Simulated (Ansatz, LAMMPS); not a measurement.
## Neighbourhoods of single atoms in Zn2+ PF6- in diglyme and dimethyl sulfoxide at 350 K (116 atoms)

Density of this cell: 1.55 g/cm³. The cell holds 116 atoms: 20 C, 10 O, 52 H, 4 S, 4 P, 24 F and 2 Zn. Cell: a = 11.136 Å, b = 11.136 Å, c = 11.136 Å, α = 90.0°, β = 90.0°, γ = 90.0°. 2 diglyme, 4 dimethyl sulfoxide, 2 Zn2+, 4 PF6- placed at random, at 1.55 g/cm³; overlaps pushed apart, then 10 ps at 550 K with stiff harmonic cages for PF6 and BF4 with UFF radii; divalent ions of Li, Roberts, Chakravorty and Merz (J. Chem. Theory Comput. 9, 2733 (2013)); MMFF94 bonds, angles, torsions, charges and radii (Halgren, J. Comput. Chem. 17, 490 (1996)) in harmonic and 12-6 forms; charges of ions scaled by 0.8. Snapshot after 30 ps at 350 K and fixed volume.

Method: Kohn-Sham DFT, PBE+D3(BJ), PAW (set soft_2), plane waves (Ansatz 0.2.0; cutoff 420 eV, Γ point, fixed occupations), at the geometry as built.

The whole cell was solved; only parts of it are printed.

The surroundings of C7, which bears the longest force, nearest first, numbered as they follow in the input and with coordinates relative to it.

| atom | x | y | z | distance (Å) | bonds | Löwdin charge (e) | Fx | Fy | Fz (eV/Å) |
| --- | --- | --- | --- | --- | --- | --- | --- | --- | --- |
| C7 | 0.00 | 0.00 | 0.00 | 0.00 | 4 | -0.10 | -3.60 | -3.02 | 2.22 |
| H19 | 0.57 | -0.18 | -0.81 | 1.01 | 1 | 0.24 | 2.26 | -0.53 | -2.85 |
| H20 | -0.42 | 0.93 | -0.03 | 1.02 | 1 | 0.22 | -0.03 | 3.12 | 0.38 |
| O8 | -1.22 | -0.82 | -0.18 | 1.48 | 2 | -0.40 | -1.43 | 0.00 | -0.33 |
| C6 | 0.61 | -0.45 | 1.28 | 1.48 | 4 | -0.08 | 0.74 | 3.00 | 0.28 |
| H18 | 1.24 | 0.43 | 1.50 | 2.00 | 1 | 0.22 | 0.07 | -0.44 | 0.74 |
| H17 | -0.13 | -0.59 | 2.09 | 2.17 | 1 | 0.20 | 0.12 | 0.02 | -0.08 |
| O5 | 1.47 | -1.56 | 1.11 | 2.41 | 3 | -0.40 | -3.46 | -1.28 | -0.95 |
| C9 | -2.39 | -0.10 | 0.34 | 2.41 | 4 | -0.25 | 2.13 | 0.65 | -0.20 |
| H21 | -2.13 | 0.44 | 1.26 | 2.51 | 1 | 0.18 | -0.01 | -0.36 | 0.34 |
| H23 | -2.70 | 0.68 | -0.33 | 2.81 | 1 | 0.17 | -0.02 | 0.30 | -0.80 |
| H16 | -0.07 | -2.82 | 0.10 | 2.83 | 1 | 0.22 | 0.19 | 0.77 | 0.88 |
| C4 | 0.69 | -2.79 | 0.92 | 3.02 | 4 | -0.10 | 1.99 | -1.37 | 0.87 |
| H45 | 2.98 | 0.18 | -0.57 | 3.04 | 1 | 0.21 | -0.42 | -0.36 | -0.33 |
| H86 | -1.68 | 2.37 | -1.26 | 3.17 | 1 | 0.20 | -1.04 | 0.84 | -0.33 |
| H22 | -3.23 | -0.72 | 0.48 | 3.35 | 1 | 0.22 | -0.80 | -1.32 | 0.24 |
| H52 | -1.72 | -0.47 | -2.88 | 3.39 | 1 | 0.21 | -0.74 | -0.08 | -1.30 |
| H44 | 2.71 | -1.01 | -1.94 | 3.48 | 1 | 0.21 | -1.45 | -0.52 | -0.78 |
| F103 | 1.57 | 2.81 | 1.45 | 3.53 | 1 | -0.49 | -0.19 | 0.19 | 0.11 |
| C32 | 3.32 | -0.69 | -1.15 | 3.58 | 4 | -0.26 | 1.78 | 1.56 | 1.23 |
| F104 | 0.28 | 3.56 | -0.38 | 3.60 | 1 | -0.50 | -0.08 | -0.59 | 0.18 |
| F102 | 2.36 | 2.71 | -0.65 | 3.64 | 1 | -0.48 | 0.90 | -0.16 | -0.47 |

The column of bonds counts only the pairs H-C within 1.34 Å, F-P within 2.00 Å, F-Zn within 2.12 Å, C-C within 1.85 Å, C-O within 1.73 Å, C-S within 2.21 Å, O-S within 1.93 Å, O-Zn within 2.33 Å; other neighbours, such as metal atoms beside each other in a compound, aren't counted, and periodic images can show an atom twice.

The surroundings of Zn115, one of the 2 Zn atoms, nearest first, numbered as they follow in the input and with coordinates relative to it.

| atom | x | y | z | distance (Å) | bonds | Löwdin charge (e) | Fx | Fy | Fz (eV/Å) |
| --- | --- | --- | --- | --- | --- | --- | --- | --- | --- |
| Zn115 | 0.00 | 0.00 | 0.00 | 0.00 | 4 | 1.58 | -2.24 | -2.34 | -0.03 |
| O60 | 1.09 | -0.01 | 1.37 | 1.75 | 2 | -0.85 | 1.24 | -0.02 | 2.31 |
| O80 | -1.12 | -0.27 | -1.44 | 1.84 | 2 | -0.82 | -1.46 | -0.04 | -2.12 |
| O2 | -0.18 | 1.86 | -0.29 | 1.89 | 3 | -0.36 | 0.60 | 1.98 | -0.06 |
| F105 | 1.51 | 0.04 | -1.19 | 1.92 | 2 | -0.48 | 1.26 | 2.65 | -0.08 |
| F97 | -0.53 | -2.25 | 0.28 | 2.33 | 1 | -0.51 | 2.20 | -2.85 | -0.48 |
| F95 | -1.94 | -1.00 | 0.91 | 2.36 | 1 | -0.50 | -3.67 | 3.59 | 0.79 |
| H10 | -2.17 | 1.76 | -0.47 | 2.83 | 1 | 0.20 | 0.53 | 1.10 | 0.19 |
| C1 | -1.36 | 2.56 | -0.44 | 2.93 | 4 | -0.23 | -4.57 | -0.57 | 1.09 |
| H14 | 1.61 | 2.41 | 0.53 | 2.94 | 1 | 0.19 | 0.04 | 0.34 | -0.64 |
| C3 | 0.78 | 2.86 | -0.05 | 2.96 | 4 | -0.07 | 1.09 | 1.12 | -0.50 |
| F103 | 2.08 | -2.09 | -0.93 | 3.09 | 1 | -0.49 | -0.19 | 0.19 | 0.11 |
| F104 | 0.79 | -1.33 | -2.76 | 3.17 | 1 | -0.50 | -0.08 | -0.59 | 0.18 |
| S58 | 2.17 | 0.31 | 2.39 | 3.24 | 3 | 1.20 | 0.53 | -1.33 | 0.89 |
| F96 | -0.84 | -1.90 | 2.50 | 3.25 | 1 | -0.48 | 0.32 | -1.15 | 1.21 |
| P101 | 2.28 | -0.96 | -2.14 | 3.27 | 6 | 2.44 | -0.13 | -4.67 | -1.27 |
| S78 | -2.30 | -0.82 | -2.25 | 3.32 | 3 | 1.18 | 0.70 | -0.42 | -0.75 |
| P94 | -1.81 | -2.53 | 1.34 | 3.39 | 6 | 2.43 | 2.66 | 0.97 | 0.35 |
| H62 | 1.10 | 2.38 | 2.52 | 3.64 | 1 | 0.23 | 1.01 | 0.36 | 0.33 |
| H11 | -1.55 | 3.27 | 0.44 | 3.64 | 1 | 0.18 | 0.08 | -0.94 | -0.59 |
| H13 | 0.30 | 3.64 | 0.56 | 3.69 | 1 | 0.19 | 0.37 | 0.02 | 0.13 |
| H12 | -1.51 | 3.17 | -1.31 | 3.75 | 1 | 0.20 | 0.62 | 0.16 | -0.78 |
| H15 | 1.98 | 2.76 | -1.76 | 3.83 | 1 | 0.22 | 0.23 | -0.38 | -0.48 |
| F99 | -2.65 | -2.88 | 0.02 | 3.91 | 1 | -0.46 | -1.23 | -1.08 | 0.40 |
| C4 | 1.20 | 3.45 | -1.46 | 3.93 | 4 | -0.10 | 1.99 | -1.37 | 0.87 |
| C57 | 1.60 | 1.76 | 3.29 | 4.06 | 4 | -0.55 | -0.79 | -0.30 | 0.34 |
| F107 | 3.73 | -0.63 | -1.50 | 4.07 | 1 | -0.45 | -0.41 | 0.77 | -0.60 |
| H16 | 0.44 | 3.41 | -2.28 | 4.13 | 1 | 0.22 | 0.19 | 0.77 | 0.88 |
| F106 | 2.40 | 0.00 | -3.40 | 4.16 | 1 | -0.45 | 0.91 | 1.53 | 0.25 |
| H63 | 0.74 | 1.51 | 3.93 | 4.28 | 1 | 0.21 | 0.30 | -0.30 | 0.30 |
| H83 | -2.28 | 1.28 | -3.39 | 4.28 | 1 | 0.23 | 1.31 | 1.06 | -0.86 |
| C77 | -2.99 | 0.59 | -3.06 | 4.32 | 4 | -0.59 | -2.22 | -0.26 | 2.84 |
| H64 | 1.02 | -1.21 | 4.04 | 4.34 | 1 | 0.24 | -0.72 | 0.55 | -0.34 |
| H34 | -2.71 | 1.16 | 3.18 | 4.34 | 1 | 0.16 | 0.69 | -1.56 | 0.99 |
| C59 | 2.03 | -0.99 | 3.71 | 4.35 | 4 | -0.59 | 0.12 | 0.30 | 1.09 |
| H82 | -3.63 | 1.02 | -2.25 | 4.40 | 1 | 0.22 | 0.51 | 0.27 | -0.48 |

The column of bonds counts only the pairs H-C within 1.34 Å, F-P within 2.00 Å, F-Zn within 2.12 Å, C-C within 1.85 Å, C-O within 1.73 Å, C-S within 2.21 Å, O-S within 1.93 Å, O-Zn within 2.33 Å; other neighbours, such as metal atoms beside each other in a compound, aren't counted, and periodic images can show an atom twice.

Local excerpt of 34 atoms (numbers count through the whole input) about H17, picked at random; x, y, z are measured from there.

| atom | x | y | z | distance (Å) | bonds | Löwdin charge (e) | Fx | Fy | Fz (eV/Å) |
| --- | --- | --- | --- | --- | --- | --- | --- | --- | --- |
| H17 | 0.00 | 0.00 | 0.00 | 0.00 | 1 | 0.20 | 0.12 | 0.02 | -0.08 |
| C6 | 0.73 | 0.14 | -0.81 | 1.10 | 4 | -0.08 | 0.74 | 3.00 | 0.28 |
| H18 | 1.37 | 1.02 | -0.58 | 1.80 | 1 | 0.22 | 0.07 | -0.44 | 0.74 |
| O5 | 1.59 | -0.97 | -0.98 | 2.10 | 3 | -0.40 | -3.46 | -1.28 | -0.95 |
| C7 | 0.13 | 0.59 | -2.09 | 2.17 | 4 | -0.10 | -3.60 | -3.02 | 2.22 |
| H13 | -0.09 | -2.01 | 0.86 | 2.19 | 1 | 0.19 | 0.37 | 0.02 | 0.13 |
| H21 | -2.00 | 1.03 | -0.83 | 2.40 | 1 | 0.18 | -0.01 | -0.36 | 0.34 |
| O8 | -1.09 | -0.23 | -2.26 | 2.52 | 2 | -0.40 | -1.43 | 0.00 | -0.33 |
| C4 | 0.81 | -2.20 | -1.16 | 2.62 | 4 | -0.10 | 1.99 | -1.37 | 0.87 |
| H20 | -0.29 | 1.52 | -2.12 | 2.62 | 1 | 0.22 | -0.03 | 3.12 | 0.38 |
| C3 | 0.39 | -2.79 | 0.24 | 2.83 | 4 | -0.07 | 1.09 | 1.12 | -0.50 |
| F93 | 0.88 | -0.48 | 2.70 | 2.88 | 1 | -0.48 | -1.29 | -0.35 | -0.94 |
| C9 | -2.26 | 0.49 | -1.74 | 2.90 | 4 | -0.25 | 2.13 | 0.65 | -0.20 |
| H16 | 0.06 | -2.23 | -1.98 | 2.99 | 1 | 0.22 | 0.19 | 0.77 | 0.88 |
| H19 | 0.70 | 0.41 | -2.89 | 3.00 | 1 | 0.24 | 2.26 | -0.53 | -2.85 |
| F98 | -1.78 | 1.43 | 1.97 | 3.01 | 1 | -0.44 | -0.19 | 0.51 | -0.49 |
| F89 | 2.72 | -0.51 | 1.23 | 3.03 | 2 | -0.52 | -1.79 | -0.89 | 2.28 |
| F91 | 1.84 | 1.45 | 2.04 | 3.10 | 1 | -0.47 | -0.22 | 0.73 | -1.02 |
| H11 | -1.93 | -2.38 | 0.73 | 3.15 | 1 | 0.18 | 0.08 | -0.94 | -0.59 |
| H12 | -1.89 | -2.48 | -1.02 | 3.28 | 1 | 0.20 | 0.62 | 0.16 | -0.78 |
| F97 | -0.91 | 3.24 | 0.57 | 3.41 | 1 | -0.51 | 2.20 | -2.85 | -0.48 |
| Zn116 | 3.37 | -0.73 | -0.45 | 3.48 | 5 | 1.60 | 0.36 | -0.95 | -1.68 |
| H22 | -3.11 | -0.13 | -1.61 | 3.50 | 1 | 0.22 | -0.80 | -1.32 | 0.24 |
| C1 | -1.74 | -3.09 | -0.14 | 3.55 | 4 | -0.23 | -4.57 | -0.57 | 1.09 |
| H14 | 1.22 | -3.24 | 0.82 | 3.56 | 1 | 0.19 | 0.04 | 0.34 | -0.64 |
| H15 | 1.60 | -2.88 | -1.47 | 3.61 | 1 | 0.22 | 0.23 | -0.38 | -0.48 |
| P87 | 2.37 | 0.12 | 2.73 | 3.62 | 6 | 2.47 | -1.87 | 0.74 | 1.47 |
| H23 | -2.58 | 1.27 | -2.42 | 3.76 | 1 | 0.17 | -0.02 | 0.30 | -0.80 |
| O2 | -0.56 | -3.79 | 0.01 | 3.83 | 3 | -0.36 | 0.60 | 1.98 | -0.06 |
| F103 | 1.70 | 3.40 | -0.64 | 3.85 | 1 | -0.49 | -0.19 | 0.19 | 0.11 |
| F99 | -3.03 | 2.61 | 0.31 | 4.01 | 1 | -0.46 | -1.23 | -1.08 | 0.40 |
| P94 | -2.20 | 2.96 | 1.64 | 4.03 | 6 | 2.43 | 2.66 | 0.97 | 0.35 |
| O70 | 4.06 | 0.84 | -0.29 | 4.15 | 2 | -0.85 | 1.01 | 4.18 | -0.28 |
| H45 | 3.11 | 0.77 | -2.65 | 4.16 | 1 | 0.21 | -0.42 | -0.36 | -0.33 |

The column of bonds counts only the pairs H-C within 1.34 Å, F-P within 2.00 Å, F-Zn within 2.12 Å, C-C within 1.85 Å, C-O within 1.73 Å, C-S within 2.21 Å, O-S within 1.93 Å, O-Zn within 2.33 Å; other neighbours, such as metal atoms beside each other in a compound, aren't counted, and periodic images can show an atom twice.

Neighbours are counted within 1.34 Å (H-C), 2.00 Å (F-P), 2.12 Å (F-Zn), 1.85 Å (C-C), 1.73 Å (C-O), 2.21 Å (C-S), 1.93 Å (O-S), 2.33 Å (O-Zn).

Length of the force by element and coordination:

| element | coordination | atoms | mean length of the force (eV/Å) | spread | least | most |
| --- | --- | --- | --- | --- | --- | --- |
| C | all | 20 | 2.52 | 1.27 | 0.745 | 5.19 |
| F | all | 24 | 1.78 | 1.19 | 0.269 | 5.19 |
| F | 1 | 21 | 1.60 | 1.16 | 0.269 | 5.19 |
| F | 2 | 3 | 3.04 | 0.0956 | 2.93 | 3.16 |
| H | all | 52 | 1.16 | 0.714 | 0.147 | 3.67 |
| O | all | 10 | 2.23 | 1.14 | 0.718 | 4.31 |
| O | 1 | 1 | 1.19 | 0 | 1.19 | 1.19 |
| O | 2 | 6 | 2.10 | 1.23 | 0.718 | 4.31 |
| O | 3 | 3 | 2.83 | 0.729 | 2.07 | 3.81 |
| P | all | 4 | 3.56 | 0.937 | 2.49 | 4.84 |
| S | all | 4 | 1.55 | 0.419 | 1.11 | 2.17 |
| Zn | all | 2 | 2.60 | 0.636 | 1.97 | 3.24 |
| Zn | 4 | 1 | 3.24 | 0 | 3.24 | 3.24 |
| Zn | 5 | 1 | 1.97 | 0 | 1.97 | 1.97 |

Löwdin charges by element and coordination (they lack the spilled electrons, 0.047 e an atom on average):

| element | coordination | atoms | mean charge (e) | spread | least | most |
| --- | --- | --- | --- | --- | --- | --- |
| C | all | 20 | -0.306 | 0.228 | -0.617 | -0.0521 |
| F | all | 24 | -0.475 | 0.0221 | -0.515 | -0.439 |
| F | 1 | 21 | -0.472 | 0.0209 | -0.513 | -0.439 |
| F | 2 | 3 | -0.499 | 0.0149 | -0.515 | -0.479 |
| H | all | 52 | 0.209 | 0.0222 | 0.161 | 0.258 |
| O | all | 10 | -0.559 | 0.223 | -0.852 | -0.359 |
| O | 1 | 1 | -0.804 | 0 | -0.804 | -0.804 |
| O | 2 | 6 | -0.606 | 0.235 | -0.852 | -0.359 |
| O | 3 | 3 | -0.384 | 0.0165 | -0.397 | -0.361 |
| P | all | 4 | 2.45 | 0.0138 | 2.43 | 2.47 |
| S | all | 4 | 1.18 | 0.0293 | 1.14 | 1.22 |
| Zn | all | 2 | 1.59 | 0.0089 | 1.58 | 1.60 |
| Zn | 4 | 1 | 1.58 | 0 | 1.58 | 1.58 |
| Zn | 5 | 1 | 1.60 | 0 | 1.60 | 1.60 |

The force components of 1.2 eV/Å r.m.s. hold both thermal displacement and the mismatch between the potential that made the cell and DFT, above all in bond lengths inside molecules. The network of contacts between molecules at the start is that of the classical potential that made the cell, and needn't be the one that DFT or experiment would give. The density was typed from a rule of thumb and may lie off the real one at this temperature. Only the Γ point is sampled, in a cell whose shortest periodic width is 11 Å. The Löwdin charges lack the electrons that the projection spills, 0.047 e an atom on average.

[Hosts, paths, dates, database ids (printed as entryN), source tags and the programs' standing remarks are cut or masked in the printed files.]

[The MMFF94 radii named for the starting cell were scaled by 0.96; in molecules described by MMFF94, hydrogen bound to N, O or S took a small fixed 12-6 site in their place.]
